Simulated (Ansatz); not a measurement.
# KTaSe3 (model cell, started as cubic perovskite with Ta in the octahedra): a soft mode frozen in, part 2 of 3

Wanted: the energy along a soft mode of KTaSe3 (model cell, started as cubic perovskite with Ta in the octahedra) and the structure at the end.

Ansatz 0.2.0; DFT LDA, scalar-relativistic, plane waves, PAW; PAW set soft_1.

So far, highest frequency on the path or at a solved wavevector (cm⁻¹): step 2 (phonons on a q mesh) 303. Also lowest frequency on the path (cm⁻¹): step 2 -127.

The structure was built from a prototype and need not be the compound's stable phase.

### Step 4. The mode frozen in, largest atomic shift 0.04 Å

The atoms are moved along the unstable eigenvector, the largest shift by 0.04 Å, with the cell fixed.

Input file input.yaml:

```yaml
crystal:
  lattice:
    - [4.998906978, 4.998906978, 0.0]
    - [4.998906978, 0.0, 4.998906978]
    - [4.998906978, 0.0, -4.998906978]
  atoms:
    - { symbol: K, position: [0.0, 0.0, 0.0] }
    - { symbol: K, position: [0.0, 0.5, 0.5] }
    - { symbol: Ta, position: [0.5, 0.25, 0.75] }
    - { symbol: Ta, position: [0.5, 0.75, 0.25] }
    - { symbol: Se, position: [0.5, 0.5027232775, 0.4972767225] }
    - { symbol: Se, position: [0.5, -0.0027232775, 0.0027232775] }
    - { symbol: Se, position: [0.0080017492, 0.4959991254, -0.0040008746] }
    - { symbol: Se, position: [-0.0080017492, 0.0040008746, 0.5040008746] }
    - { symbol: Se, position: [0.5, 0.5012775971, 0.0012775971] }
    - { symbol: Se, position: [0.5, -0.0012775971, 0.4987224029] }
kpoints:
  mp_grid: { grid: [8, 8, 8] }
hamiltonian:
  xc: lda
  pseudopotentials: { kind: paw, azcp: { folder: soft_1 }, xc_functional: pbe }
scf:
  occupations: { method: methfessel_paxton, width: 0.2 }
output:
  forces: true
  stress: true
  eigenvalues: true
```

Command:

```sh
$ ansatz run input.yaml --threads 4 --pin off --max-ram 16384MiB --backend cpu --events-out ev --progress --plain --runs-dir out
```

Numbers of over 12 decimals in the logs are rounded to 6 here.

What it wrote:

```text
[...]
Crystal: 10 atoms, lattice volume = 249.836 Å³
Basis set: ecut = 420 eV, 4909 PW (Γ)
Bands: 84, of which v1, the nominal top of the filled ones, is band 70 counted from 1 (69 counted from 0)
Symmetry: 8 space group operations
[...]
k-points: 95 of 512
[...]
k-point 0: bands = [... 66 lower, 7.4382, 7.7857, 7.7863, 7.7866, 8.5013, 8.5146, 8.5236, 9.8234, ... 10 higher]
  k-point 1: bands = [... 66 lower, 7.5037, 7.9387, 7.9563, 8.0061, 8.3589, 8.3855, 8.4477, 10.1177, ... 10 higher]
  k-point 2: bands = [... 66 lower, 7.2645, 7.9456, 7.9722, 8.1855, 8.3717, 8.5078, 8.5356, 10.0352, ... 10 higher]
  k-point 94: bands = [... 66 lower, 6.3565, 7.4435, 7.4444, 7.4728, 8.4604, 9.8865, 10.2417, 10.2499, ... 10 higher]
[key lines of the parts left out:]
SCF converged after 11 iterations
Free energy (F): -54666.638724 eV
Fermi energy:    8.262393 eV
P = ⅓ Tr σ = -0.0055 GPa (-0.055 kbar)
```

Elapsed: 44 s, on 4 threads of Arm Neoverse V1, shared host; peak memory 1.6 GiB; 2.9 min of CPU time.

This step gave:

- pressure: -0.005499 GPa
- energy from the undistorted cell: -0.345 meV/atom

The energy, extrapolated to zero smearing, is -0.34 meV/atom against the undistorted cell.

The run ends at a pressure of -0.01 GPa, with forces up to 0.026 eV/Å.

### Step 5. Energy along the mode, all amplitudes (two of the runs are shown above)

An imaginary frequency means negative curvature, so the energy should fall and then rise again as anharmonic terms take over.

This step gave:

| Quantity | Value |
| --- | --- |
| depth at the lowest point sampled | 0.345 meV/atom |
| largest atomic shift at that point | 0.04 Å |

Table of energy from the parent by largest atomic shift:

```
largest atomic shift (Å)  energy from the parent (meV/atom)
                  0.0000                                  0
                  0.0400                             -0.345
                  0.0800                               1.52
                  0.1400                               16.7
```

Displacement at unit largest shift by atom:

```
atom  x (Å)  y (Å)  z (Å)  size
  K1   0.00   0.00   0.00  0.00
  K2   0.00   0.00   0.00  0.00
 Ta3   0.00   0.00   0.00  0.00
 Ta4   0.00   0.00   0.00  0.00
 Se5   0.00   0.00   0.68  0.68
 Se6   0.00   0.00  -0.68  0.68
 Se7   0.00   1.00   0.00  1.00
 Se8   0.00  -1.00   0.00  1.00
 Se9   0.32   0.00   0.00  0.32
Se10  -0.32   0.00   0.00  0.32
```

The lowest of the steps tried is at 0.04 Å, 0.345 meV/atom below the parent; the bottom of the well need not coincide with a step.

### Step 6. Relaxing from the distorted cell

Starting from the lowest point found, all atoms and the cell are let go, so that strain and other modes of the same symmetry can join in.

Edit input.yaml of step 4 so:

```diff
@@ -27 +27,10 @@
   eigenvalues: true
+  write_density: true
+  write_potential: true
+  elf: true
+  volumetric_format: npy
+relax:
+  adjacent_minimum: "off"
+  f_tol: 0.002
+  max_steps: 120
+  cell: { stress_tol: 0.03 }
```

What it wrote:

```text
[...]
Crystal: 10 atoms, lattice volume = 249.836 Å³
Basis set: ecut = 420 eV, 4909 PW (Γ)
Bands: 84, of which v1, the nominal top of the filled ones, is band 70 counted from 1 (69 counted from 0)
Symmetry: 8 space group operations
[...]
k-points: 95 of 512
[...]
SCF iter   1: F=—  HF=-54669.356207 eV  |F-HF|=—  |Δ(HF+E_count)|=         —  Δρ=4.54e-2  dr2=8.76e0  ethr=3.10e-3  ⟨swp⟩=7.4  Hψ=28854  notcnv=0
[...]
SCF iter  11: F=-54666.638724 eV  HF=-54666.638724 eV  |F-HF|=5.06e-9  |Δ(HF+E_count)|=   6.77e-8  S|Δr|=    0.00e0  Δρ=2.01e-6  dr2=7.75e-9  ethr=5.02e-11  ⟨swp⟩=8.0  Hψ=53428  notcnv=0
SCF 1 converged in 11 iterations: F = -54666.638724 eV  dr2 = 7.75e-9
[...]
relax step   1: F+E_penalty+E_count = -54666.63872397 eV  Δ(F+E_penalty+E_count) = +0.000e0 eV  max|allowed force component| = 2.622e-2 eV/Å  Δτ_max = 0.0000 Å  P = -0.005 GPa  Ω = 249.836 Å³  (11 SCF iters, dr2 threshold 1.00e-7 eV, accepted)
Crystal: 10 atoms, lattice volume = 249.781 Å³
[...]
SCF iter   5: F=-54666.638892 eV  HF=-54666.638892 eV  |F-HF|=2.01e-8  |Δ(HF+E_count)|=   1.19e-8  S|Δr|=    0.00e0  Δρ=2.68e-6  dr2=2.68e-8  ethr=3.07e-11  ⟨swp⟩=9.4  Hψ=51172  notcnv=0
SCF 2 converged in 5 iterations: F = -54666.638892 eV  dr2 = 2.68e-8
relax step   2: F+E_penalty+E_count = -54666.63889196 eV  Δ(F+E_penalty+E_count) = -1.680e-4 eV  max|allowed force component| = 1.701e-2 eV/Å  Δτ_max = 0.0020 Å  P = +0.002 GPa  Ω = 249.781 Å³  energy of the carried Pulay correction = +5.444e-6 eV  (5 SCF iters, dr2 threshold 4.30e-8 eV, accepted)
Crystal: 10 atoms, lattice volume = 249.745 Å³
[...]
SCF iter   6: F=-54666.639034 eV  HF=-54666.639034 eV  |F-HF|=6.65e-9  |Δ(HF+E_count)|=   3.33e-8  S|Δr|=    0.00e0  Δρ=1.10e-6  dr2=7.33e-9  ethr=1.29e-11  ⟨swp⟩=6.8  Hψ=51728  notcnv=0
SCF 3 converged in 6 iterations: F = -54666.639034 eV  dr2 = 7.33e-9
relax step   3: F+E_penalty+E_count = -54666.63903400 eV  Δ(F+E_penalty+E_count) = -1.420e-4 eV  max|allowed force component| = 6.946e-3 eV/Å  Δτ_max = 0.0043 Å  P = -0.005 GPa  Ω = 249.745 Å³  energy of the carried Pulay correction = +8.896e-6 eV  (6 SCF iters, dr2 threshold 1.81e-8 eV, accepted)
[...]
relax step   4: F+E_penalty+E_count = -54666.63901023 eV  Δ(F+E_penalty+E_count) = +2.377e-5 eV  max|allowed force component| = 1.958e-2 eV/Å  Δτ_max = 0.0026 Å  P = +0.008 GPa  Ω = 249.681 Å³  energy of the carried Pulay correction = +1.526e-5 eV  (7 SCF iters, dr2 threshold 3.02e-9 eV, rejected (line search))
[...]
relax step   5: F+E_penalty+E_count = -54666.63904862 eV  Δ(F+E_penalty+E_count) = -1.462e-5 eV  max|allowed force component| = 2.129e-3 eV/Å  Δτ_max = 0.0013 Å  P = -0.000 GPa  Ω = 249.714 Å³  energy of the carried Pulay correction = +1.194e-5 eV  (7 SCF iters, accepted)
[...]
relax step   6: F+E_penalty+E_count = -54666.63905329 eV  Δ(F+E_penalty+E_count) = -4.666e-6 eV  max|allowed force component| = 2.739e-4 eV/Å  Δτ_max = 0.0031 Å  P = -0.000 GPa  Ω = 249.708 Å³  energy of the carried Pulay correction = +1.258e-5 eV  (8 SCF iters, accepted)
[...]
relax step   7: F+E_penalty+E_count = -54666.63905726 eV  Δ(F+E_penalty+E_count) = -3.970e-6 eV  max|allowed force component| = 8.921e-4 eV/Å  Δτ_max = 0.0050 Å  P = +0.003 GPa  Ω = 249.700 Å³  energy of the carried Pulay correction = +1.337e-5 eV  (8 SCF iters, accepted)
[...]
SCF iter   5: F=-54666.639047 eV  HF=-54666.639047 eV  |F-HF|=7.28e-12  |Δ(HF+E_count)|=  5.82e-11  S|Δr|=    0.00e0  Δρ=5.88e-8  dr2=6.43e-12  ethr=1.00e-12  ⟨swp⟩=6.3  Hψ=40876  notcnv=0
SCF 8 converged in 5 iterations: F = -54666.639047 eV  dr2 = 6.43e-12
relax step   8: F+E_penalty+E_count = -54666.63904653 eV  Δ(F+E_penalty+E_count) = +1.073e-5 eV  max|allowed force component| = 8.887e-4 eV/Å  Δτ_max = 0.0000 Å  P = +0.003 GPa  Ω = 249.700 Å³  stress off target by 3.95e-3 GPa  SCF on the basis re-selected at this cell (its energy is not comparable with the rows above)  (5 SCF iters)
basis re-selected at this cell: Δ(F+E_penalty+E_count) = +1.073e-5 eV, ΔP = -0.000 GPa vs the last step (what re-selecting the basis moved, of the pressure what is left beyond the Pulay correction that the steps carried, after the strain that the cell walked since its last selection, with what the two solves' SCF thresholds leave and, on support functions, any second-order correction that the steps lacked; it is no m [...]
SCF converged after 5 iterations
[...]
Free energy (F): -54666.639047 eV
[...]
Internal energy: -54666.644755 eV  (E = F + TS)
E sigma→0 (E₀):  -54666.640474 eV
Entropy (-TS):   0.005708 eV (0.571 meV/atom)
Fermi energy:    8.268052 eV
[...]
--- Forces (eV/Å), atoms counted from 1 ---
  atom   1  K      0.00000000     0.00000000     0.00000000
  atom   2  K      0.00000000     0.00000000    -0.00000000
  atom   3  Ta     0.00000000    -0.00000000     0.00000000
  atom   4  Ta     0.00000000     0.00000000     0.00000000
  atom   5  Se     0.00000000     0.00000000    -0.00088873
  atom   6  Se     0.00000000     0.00000000     0.00088873
  atom   7  Se     0.00000000     0.00015709     0.00000000
  atom   8  Se     0.00000000    -0.00015709     0.00000000
  atom   9  Se    -0.00070192     0.00000000     0.00000000
  atom  10  Se     0.00070192     0.00000000     0.00000000
  max |Σ_I F_I| component: 2.71e-20 eV/Å
--- Stress (GPa, compression-positive) ---
        0.003946       0.000000       0.000000
        0.000000       0.002649       0.000000
        0.000000       0.000000       0.003708
  P = ⅓ Tr σ = 0.0034 GPa (0.034 kbar)
--- Band table (eV; the first three rows and the last of 95) ---
  k-point 0: bands = [... 66 lower, 7.4395, 7.7927, 7.7928, 7.7937, 8.5106, 8.5120, 8.5226, 9.8324, ... 10 higher]
  k-point 1: bands = [... 66 lower, 7.5113, 7.9554, 7.9709, 8.0161, 8.3634, 8.3779, 8.4448, 10.1267, ... 10 higher]
  k-point 2: bands = [... 66 lower, 7.2710, 7.9636, 7.9827, 8.2006, 8.3706, 8.5096, 8.5293, 10.0421, ... 10 higher]
  k-point 94: bands = [... 66 lower, 6.3605, 7.4501, 7.4502, 7.4877, 8.4584, 9.8953, 10.2535, 10.2540, ... 10 higher]
--- Relaxed structure (7 steps of the walk, 6 accepted, 1 SCFs on fresh bases) ---
  F+E_penalty+E_count = -54666.63904653 eV   max|allowed force component| = 8.887e-4 eV/Å   (the final SCF, on the basis selected at the relaxed cell)
  cell:  # Å, volume = 249.6999 Å³
    - [4.996422, 4.998939, 0.0]
    - [4.996422, 0.0, 4.998636]
    - [4.996422, 0.0, -4.998636]
  atoms:
    - { symbol: K, position: [0, 0, 0] }
    - { symbol: K, position: [0, 0.5, 0.5] }
    - { symbol: Ta, position: [0.500000, 0.250000, 0.75] }
    - { symbol: Ta, position: [0.500000, 0.75, 0.250000] }
    - { symbol: Se, position: [0.500000, 0.502768, 0.497232] }
    - { symbol: Se, position: [0.500000, -0.00276766, 0.00276766] }
    - { symbol: Se, position: [0.0058687, 0.497066, -0.00293435] }
    - { symbol: Se, position: [-0.0058687, 0.00293435, 0.502934] }
    - { symbol: Se, position: [0.500000, 0.500173, 0.000172665] }
    - { symbol: Se, position: [0.500000, -0.000172665, 0.499827] }
```

The job ended after 5.3 min (4 threads; peak memory 1.7 GiB; 21 min of CPU time).

Step by step:

```
step  energy less that of the first step (eV)  largest force component (eV/Å)  pressure (GPa)  volume (Å³)
   1                                   0.0000                          0.0262           -0.01       249.84
   2                                  -0.0002                          0.0170            0.00       249.78
   3                                  -0.0003                          0.0069           -0.01       249.75
   4                                  -0.0003                          0.0196            0.01       249.68
   5                                  -0.0003                          0.0021            0.00       249.71
   6                                  -0.0003                          0.0003            0.00       249.71
   7                                  -0.0003                          0.0009            0.00       249.70
  8*                                  -0.0003                          0.0009            0.00       249.70
```

Relaxation steps marked * repeat the geometry before them on a plane-wave basis chosen anew for their cell, so energy and pressure can jump there. Relaxation step 4 was tried and not accepted.

Forces are held to the 8 operations that the run works with; a distortion that breaks them can't arise in this run.

```
     cell as run  before  after  change
           a (Å)   7.070  7.068  -0.0 %
           b (Å)   7.070  7.068  -0.0 %
           c (Å)   7.070  7.068  -0.0 %
           α (°)   90.00  90.03  +0.0 %
           β (°)   60.00  60.02  +0.0 %
           γ (°)   60.00  60.02  +0.0 %
volume (Å³/atom)   24.98  24.97  -0.1 %
```

The atoms that moved most (Å, as changes of fractional coordinates times the final cell):

```
atom      dx      dy     dz  length
Se10   0.011   0.000  0.000   0.011
 Se9  -0.011   0.000  0.000   0.011
 Se7   0.000  -0.011  0.000   0.011
 Se8   0.000   0.011  0.000   0.011
```

This step gave:

| Quantity | Value |
| --- | --- |
| pressure | 0.003435 GPa |
| volume per atom | 24.97 Å³ |

Electrostatic potential energy in the ac plane of the conventional cell at fractional y = 0.000, with atoms of K and Ta and Se within 0.2 Å of it. With pseudopotentials it is smooth inside the atoms' cores, unlike the true potential.

Ten even steps from '_' (-44 eV) to '@' (12 eV), each cell a mean:
```
@@@@@@@@@@@@%%**::______==%%@@@@@@@@@@@@
@@@@@@@@@@@@@@%%++::::==##%%@@@@@@@@@@@@
@@@@@@@@@@@@@@@@%%######%%@@@@@@@@@@@@@@
##%%@@@@@@@@@@@@%%##**##@@@@@@@@@@@@%%##
::==##@@@@@@@@%%****##**##@@@@@@@@%%++--
__..++%%@@@@@@##**@@@@%%**%%@@@@@@##--__
__::**%%@@@@@@##**%%@@##**@@@@@@@@##==..
==**%%@@@@@@@@%%##******%%@@@@@@@@%%##++
%%%%@@@@@@@@@@@@%%####%%@@@@@@@@@@@@@@%%
@@@@@@@@@@@@@@%%##**++**%%@@@@@@@@@@@@@@
@@@@@@@@@@@@@@##--..__::++%%@@@@@@@@@@@@
@@@@@@@@@@@@%%**..______--##@@@@@@@@@@@@
@@@@@@@@@@@@%%**::______==%%@@@@@@@@@@@@
@@@@@@@@@@@@@@%%++::::==##%%@@@@@@@@@@@@
@@@@@@@@@@@@@@@@%%######%%@@@@@@@@@@@@@@
##%%@@@@@@@@@@@@%%##**##@@@@@@@@@@@@%%##
::==##@@@@@@@@%%****##**##@@@@@@@@%%++--
__..++%%@@@@@@##**@@@@%%**%%@@@@@@##--__
__::**%%@@@@@@##**%%@@##**%%@@@@@@##==..
==**%%@@@@@@@@%%##******%%@@@@@@@@%%##++
%%%%@@@@@@@@@@@@%%####%%@@@@@@@@@@@@@@%%
@@@@@@@@@@@@@@%%##**++**%%@@@@@@@@@@@@@@
@@@@@@@@@@@@@@##--..__::++%%@@@@@@@@@@@@
@@@@@@@@@@@@%%**..______--##@@@@@@@@@@@@
```
Columns run along a (7.1 Å; values clipped at the 3rd and 97th percentile), rows up along c (10.0 Å), edges of the conventional cell, whose origin can differ from the input's. Atoms in or near the plane, at fractional coordinates: K at (0.00, 0.75), K at (0.00, 0.25), Ta at (0.50, 0.50), Ta at (0.50, 0.00), Se at (0.50, 0.25), Se at (0.50, 0.75).

ELF in the ac plane of the conventional cell at fractional y = 0.000, with atoms of K and Ta and Se within 0.2 Å of it. It is the smooth field of the valence electrons, not physical close to the nuclei.

Ten even steps from '_' (0.01) to '@' (0.86), each cell a mean:
```
______....::..--##**++##++..::::..______
________........==**##++::........______
....______....::----==----::..________..
%%**::____..--**##%%%%####==::____..++##
@@@@%%::__::**%%%%##**%%%%##==____++@@@@
##@@@@==__::##@@##--..++%%%%++__..##@@%%
%%@@@@--__::##@@%%==--**%%%%==__..##@@@@
@@@@**..__..++%%%%%%%%%%%%**--____--%%@@
++--..____..::==********++--..______::==
__________......::====--::......________
________..::..::++######--..::....______
______....::..--##++::##**..::::..______
______....::..--##**++##++..::::..______
________........==**##++::........______
....______....::----==----::..________..
%%**::____..--**##%%%%####==::____..++##
@@@@%%::__::**%%%%##**%%%%##==____++@@@@
##@@@@==__::##@@##--..++%%%%++__..##@@%%
%%@@@@--__::##@@%%==--**%%%%==__..##@@@@
@@@@**..__..++%%%%%%%%%%%%**--____--%%@@
++--..____..::==********++--..______::==
__________......::====--::......________
________..::..::++######--..::....______
______....::..--##++::##**..::::..______
```
Columns run along a (7.1 Å), rows up along c (10.0 Å), edges of the conventional cell, whose origin can differ from the input's. Atoms in or near the plane, at fractional coordinates: K at (0.00, 0.75), K at (0.00, 0.25), Ta at (0.50, 0.50), Ta at (0.50, 0.00), Se at (0.50, 0.25), Se at (0.50, 0.75).

Valence density in the ac plane of the conventional cell at fractional y = 0.000, with atoms of K and Ta and Se within 0.2 Å of it. It is the smooth field of the valence electrons, not physical close to the nuclei.

Ten steps, logarithmic in the rise over the least value, from '0' (0 e/Å³) to '9' (40 e/Å³), each cell a mean:
```
00000001455531000000
00000001234310000000
00000000111100000000
11000000122110000001
43100001255310000124
54200001489621000135
54200001378521000134
32100001233210000023
00000000111110000000
00000000122110000000
00000001345420000000
00000002455531000000
00000001455531000000
00000001234310000000
00000000111100000000
11000000122110000001
43100001245310000124
54200001489621000135
54200001378521000134
32100001233210000023
00000000111110000000
00000000122110000000
00000001345420000000
00000002455531000000
```
Columns run along a (7.1 Å), rows up along c (10.0 Å), edges of the conventional cell, whose origin can differ from the input's. Atoms in or near the plane, at fractional coordinates: K at (0.00, 0.75), K at (0.00, 0.25), Ta at (0.50, 0.50), Ta at (0.50, 0.00), Se at (0.50, 0.25), Se at (0.50, 0.75).

The distorted start has space group Fmmm; the relaxation ends in I4/mcm.

### Step 7. The new phase in its own primitive cell

The relaxed structure is symmetrised, reduced to its primitive cell and relaxed tightly, as its phonons need.

Input file input.yaml:

```yaml
crystal:
  lattice:
    - [-3.5346763226, 3.5346763226, 4.9964220846]
    - [3.5346763226, -3.5346763226, 4.9964220846]
    - [3.5346763226, 3.5346763226, -4.9964220846]
  atoms:
    - { symbol: K, position: [0.75, 0.75, 0.0] }
    - { symbol: K, position: [0.25, 0.25, 0.0] }
    - { symbol: Ta, position: [0.5, 0.0, 0.5] }
    - { symbol: Ta, position: [0.0, 0.5, 0.5] }
    - { symbol: Se, position: [0.2472323446, 0.2527676554, 0.5] }
    - { symbol: Se, position: [0.7527676554, 0.7472323446, 0.5] }
    - { symbol: Se, position: [0.2527676554, 0.7527676554, 0.0055353109] }
    - { symbol: Se, position: [0.7472323446, 0.2472323446, 0.9944646891] }
    - { symbol: Se, position: [0.25, 0.75, 0.5] }
    - { symbol: Se, position: [0.75, 0.25, 0.5] }
kpoints:
  mp_grid: { grid: [8, 8, 8] }
hamiltonian:
  xc: lda
  pseudopotentials: { kind: paw, azcp: { folder: soft_1 }, xc_functional: pbe }
scf:
  occupations: { method: methfessel_paxton, width: 0.2 }
output:
  forces: true
  stress: true
  eigenvalues: true
relax:
  adjacent_minimum: "off"
  f_tol: 0.001
  max_steps: 60
  cell: { stress_tol: 0.01 }
```

What it wrote:

```text
[...]
Crystal: 10 atoms, lattice volume = 249.700 Å³
Basis set: ecut = 420 eV, 4909 PW (Γ)
Bands: 84, of which v1, the nominal top of the filled ones, is band 70 counted from 1 (69 counted from 0)
Symmetry: 16 space group operations
[...]
k-points: 59 of 512
[...]
- { symbol: K, position: [0.25, 0.25, 0] }
    - { symbol: Ta, position: [0.5, 0, 0.5] }
    - { symbol: Ta, position: [0, 0.5, 0.5] }
    - { symbol: Se, position: [0.247219, 0.252781, 0.5] }
    - { symbol: Se, position: [0.752781, 0.747219, 0.500000] }
    - { symbol: Se, position: [0.252781, 0.752781, 0.00556157] }
    - { symbol: Se, position: [0.747219, 0.247219, 0.994438] }
    - { symbol: Se, position: [0.250000, 0.75, 0.500000] }
    - { symbol: Se, position: [0.75, 0.250000, 0.500000] }
[key lines of the parts left out:]
SCF converged after 8 iterations
Free energy (F): -54666.639045 eV
Fermi energy:    8.267848 eV
P = ⅓ Tr σ = 0.0002 GPa (0.002 kbar)
```

Elapsed: 75 s, on 4 threads; peak memory 1.3 GiB; 4.9 min of CPU time.

Little changed from the start: no atom moved by 0.005 Å and no cell edge by 0.1 %.

This step gave:

```yaml
pressure: 1.79e-4 GPa
```

The largest force component left is 0.92 meV/Å and the pressure is 0.000 GPa, within the tolerances set. The cell now holds 24.97 Å³/atom.

(Part 2 of 3 ends here.)

[Logs are printed without paths, hosts, clocks, repeated set-up lines and the standing remarks that a program may print on its own settings, such as how far it seeks lower states.]

[Hosts, paths, dates, database ids (printed as entryN), source tags and the programs' standing remarks are cut or masked in the printed files.]
